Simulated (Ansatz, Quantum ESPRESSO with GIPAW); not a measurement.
# Shieldings and field gradients in KRb2ScF6, part 2 of 2

The task is to compute the NMR parameters of KRb2ScF6 site by site.

Quantum ESPRESSO with GIPAW; PBEsol.

So far. Step 3 (Magnetic response): In this run the largest span is that of F(1) (site symmetry 1), with principal values 67.3, 86.0 and 320.7 ppm. On F(1) the most shielded direction lies along its short bond to Sc: a field along the bond can't mix the bonding orbital with those across it, so the paramagnetic term is smallest there.

### Step 4. Electric field gradients

Level of this step: DFT, PBEsol, plane-wave PAW, default files, scalar-relativistic, field gradients (Ansatz).

45Sc, 39K and 87Rb have a quadrupole moment, which couples to the field gradient and broadens the lines. The gradient is a property of the ground-state density and needs no response; it is taken from a second code that counts the whole PAW charge. C_Q = eQV_zz/h, with Q = -0.22 barn for 45Sc, 0.0603 barn for 39K, 0.1335 barn for 87Rb.

This step: DFT, PBEsol, plane-wave PAW, default files (PAW set soft_2), scalar-relativistic, field gradients (Ansatz 0.2.0), on the same atoms.

The input, input.yaml:

```yaml
crystal:
  lattice:
    - [6.363, 0.0, 0.0]
    - [0.0, 6.349, 0.0]
    - [-6.347304262, 0.0, 8.9929863029]
  atoms:
    - { symbol: Rb, position: [0.7555918054, 0.5341681099, 0.7507414876] }
    - { symbol: Rb, position: [0.2444081946, 0.0341681099, 0.7492585124] }
    - { symbol: Rb, position: [0.2444081946, 0.4658318901, 0.2492585124] }
    - { symbol: Rb, position: [0.7555918054, 0.9658318901, 0.2507414876] }
    - { symbol: Sc, position: [0.0, 0.5, 0.5] }
    - { symbol: Sc, position: [0.0, 0.0, 0.0] }
    - { symbol: K, position: [0.5, 0.5, 0.0] }
    - { symbol: K, position: [0.5, 0.0, 0.5] }
    - { symbol: F, position: [0.1379731086, 0.2405013692, 0.4618726409] }
    - { symbol: F, position: [0.8620268914, 0.7405013692, 0.0381273591] }
    - { symbol: F, position: [0.8620268914, 0.7594986308, 0.5381273591] }
    - { symbol: F, position: [0.1379731086, 0.2594986308, 0.9618726409] }
    - { symbol: F, position: [0.7789587131, 0.3179383452, 0.5346261524] }
    - { symbol: F, position: [0.2210412869, 0.8179383452, 0.9653738476] }
    - { symbol: F, position: [0.2210412869, 0.6820616548, 0.4653738476] }
    - { symbol: F, position: [0.7789587131, 0.1820616548, 0.0346261524] }
    - { symbol: F, position: [0.2878945649, 0.4795678054, 0.7184790219] }
    - { symbol: F, position: [0.7121054351, 0.9795678054, 0.7815209781] }
    - { symbol: F, position: [0.7121054351, 0.5204321946, 0.2815209781] }
    - { symbol: F, position: [0.2878945649, 0.0204321946, 0.2184790219] }
kpoints:
  mp_grid: { grid: [4, 3, 2] }
scf:
  occupations: { method: fixed }
hamiltonian:
  xc: pbesol
  pseudopotentials: { kind: paw, frozen_core: stored }
output:
  forces: false
  stress: false
  efg: { quadrupole_moments_barn: { Rb: 0.1335, Sc: -0.22, K: 0.0603 } }
```

Command:

```bash
$ ansatz run input.yaml --threads 8 --pin off --max-ram 16384MiB --backend cpu --events-out ev --progress --plain --runs-dir out
```

What it wrote:

```text
[... set-up, SCF cycles and energies left out ...]
--- PAW observables at the nuclei: V_zz in 10²¹ V/m², potentials from the cell's mean, atoms counted from 1 ---
  atom   1  Rb V_zz =    -2.101992   η = 0.7357   by run symmetry: allowed   C_q = -6.7853 MHz
  atom   2  Rb V_zz =    -2.101992   η = 0.7357   by run symmetry: allowed   C_q = -6.7853 MHz
  atom   3  Rb V_zz =    -2.101992   η = 0.7357   by run symmetry: allowed   C_q = -6.7853 MHz
  atom   4  Rb V_zz =    -2.101992   η = 0.7357   by run symmetry: allowed   C_q = -6.7853 MHz
  atom   5  Sc V_zz =    +0.232129   η = 0.1635   by run symmetry: allowed   C_q = -1.2348 MHz
  atom   6  Sc V_zz =    +0.232129   η = 0.1635   by run symmetry: allowed   C_q = -1.2348 MHz
  atom   7  K  V_zz =    +0.337994   η = 0.8143   by run symmetry: allowed   C_q = +0.4928 MHz
  atom   8  K  V_zz =    +0.337994   η = 0.8143   by run symmetry: allowed   C_q = +0.4928 MHz
  atom   9  F  V_zz =    +2.064483   η = 0.2933   by run symmetry: allowed
  atom  10  F  V_zz =    +2.064483   η = 0.2933   by run symmetry: allowed
  atom  11  F  V_zz =    +2.064483   η = 0.2933   by run symmetry: allowed
  atom  12  F  V_zz =    +2.064483   η = 0.2933   by run symmetry: allowed
  atom  13  F  V_zz =    +1.973300   η = 0.2805   by run symmetry: allowed
  atom  14  F  V_zz =    +1.973300   η = 0.2805   by run symmetry: allowed
  atom  15  F  V_zz =    +1.973300   η = 0.2805   by run symmetry: allowed
  atom  16  F  V_zz =    +1.973300   η = 0.2805   by run symmetry: allowed
  atom  17  F  V_zz =    +2.057466   η = 0.1241   by run symmetry: allowed
  atom  18  F  V_zz =    +2.057466   η = 0.1241   by run symmetry: allowed
  atom  19  F  V_zz =    +2.057466   η = 0.1241   by run symmetry: allowed
  atom  20  F  V_zz =    +2.057466   η = 0.1241   by run symmetry: allowed
[the lines on potentials at the nuclei are left out]
```

Wall time 3.3 s (8 threads of Arm Neoverse V1, shared host); peak memory 1.7 GiB.

Among nuclei of half-integer spin the second-order effect is largest for 87Rb on Rb (spin 3/2, C_Q -6.79 MHz): at 9.4 T it moves the centre of gravity of the MAS line by -79 ppm from δ_iso, and by a quarter of that at twice the field, by δ_Q = −(3/40)(C_Q/ν0)²(1 + η²/3)[I(I+1) − 3/4]/[I²(2I−1)²] × 10⁶ ppm with ν0 = 131.4 MHz.

### Step 5. Sites, surroundings and shifts

Spectra are read against a reference compound, and shifts rise as shieldings fall. A slope other than one corrects for the functional's tendency to overstate or understate differences of shielding.

To turn shieldings into shifts, lines fitted to measured solids are used. 19F bound to cations with low empty d or f shells (Ca, Sc, Ti, La and kin; for O also their heavier kin), which semilocal functionals deshield too much: δ = (44.2 − σ) / 1.409, zero at CFCl3, fitted to 5 measured values, from CaF2, LaF3 and ScF3, with a scatter of 5.3 ppm r.m.s., on σ without the shape term. Kinds of site that fitted badly were split off after the misses were seen, so the scatter is that of the points kept.

Covalently bonded atoms count as neighbours within 1.18 times the sum of their radii. Otherwise a cation's neighbours lie within 1.2 times its shortest bond (1.3 for large cations, each anion's radius taken off where they differ), and an anion's are the cations that count it.

```csv
site,atom no.,atoms in cell,surroundings,bonds (Å),δ_iso (ppm),C_Q (MHz),η_Q
Rb,1,4,RbF10,2.80 to 3.62,-,-6.79,0.74
Sc,5,2,ScF6,2.020,-,-1.23,0.16
K,7,2,KF6,2.57 to 2.59,-,0.49,0.81
F(1),9,4,bound to ScKRb3,2.02 to 3.13,-80.7,-,-
F(2),13,4,bound to ScKRb3,2.02 to 3.16,-80.4,-,-
F(3),17,4,bound to ScKRb4,2.02 to 3.62,-77.9,-,-
```

By surroundings the F shifts are 5-coordinate: -80.7 to -80.4; 6-coordinate: -77.9 ppm.

Simulated spectrum: 19F MAS at 100 kHz, 11.7 T (468.9 MHz), lines broadened by 2 ppm; rigid lattice, with dipolar and J couplings left out. Its lines over 1.5 % of the strongest:

```csv
δ (ppm),area
132.7,0.02
-77.9,0.50
-80.6,1.00
-293.8,0.02
```

Spinning sidebands lie 213.3 ppm apart.

At this broadening the 3 sites give 2 resolved isotropic lines.

### Step 6. What came out

| Quantity | Value |
| --- | --- |
| 19F shift | -77.9, -80.4, -80.7 ppm |
| 45Sc shielding without shape term | 748 ppm |
| 45Sc size of C_Q | 1.23 MHz |
| 39K shielding without shape term | 1176.1 ppm |
| 39K size of C_Q | 0.49 MHz |
| 87Rb shielding without shape term | 3169 ppm |
| 87Rb size of C_Q | 6.79 MHz |

In words: 19F has 3 sites, in the ratio 1:1:1: F(3) (bound to ScKRb4) at a shift of -77.9, F(2) (bound to ScKRb3) at a shift of -80.4 and F(1) (bound to ScKRb3) at a shift of -80.7 ppm. The closest two lie 0.35 ppm apart, less than the scatter of the reference line; errors within one crystal cancel in part, but their order is not certain. No sound run at another cutoff or mesh is at hand, so convergence rests on the f-sum rule and on experience with these files. Semilocal functionals place the empty 3d states of Sc too low, which is known to deshield neighbouring F too much. The scalar-relativistic files are used with non-relativistic response operators, which weighs most on the heavy atoms' own shieldings. This build of gipaw.x prints that it is not audited and that its numbers are no references by themselves. It also reports spline_ps as false although the input sets it; why was not traced. The field gradients use PAW files made for PBE. Without spin-orbit coupling, gradients at and beside the heavy atoms are unsure.

[Banner, clock, file and message-heading lines were taken out of the pw.x and gipaw.x logs.]

[Logs are printed without paths, hosts, clocks, repeated set-up lines and the standing remarks that a program may print on its own settings, such as how far it seeks lower states.]

[Hosts, paths, dates, database ids (printed as entryN), source tags and the programs' standing remarks are cut or masked in the printed files.]

[Where no reference line passes its bar on scatter, no shift is given, so a measured shift of this compound may stand uncompared.]
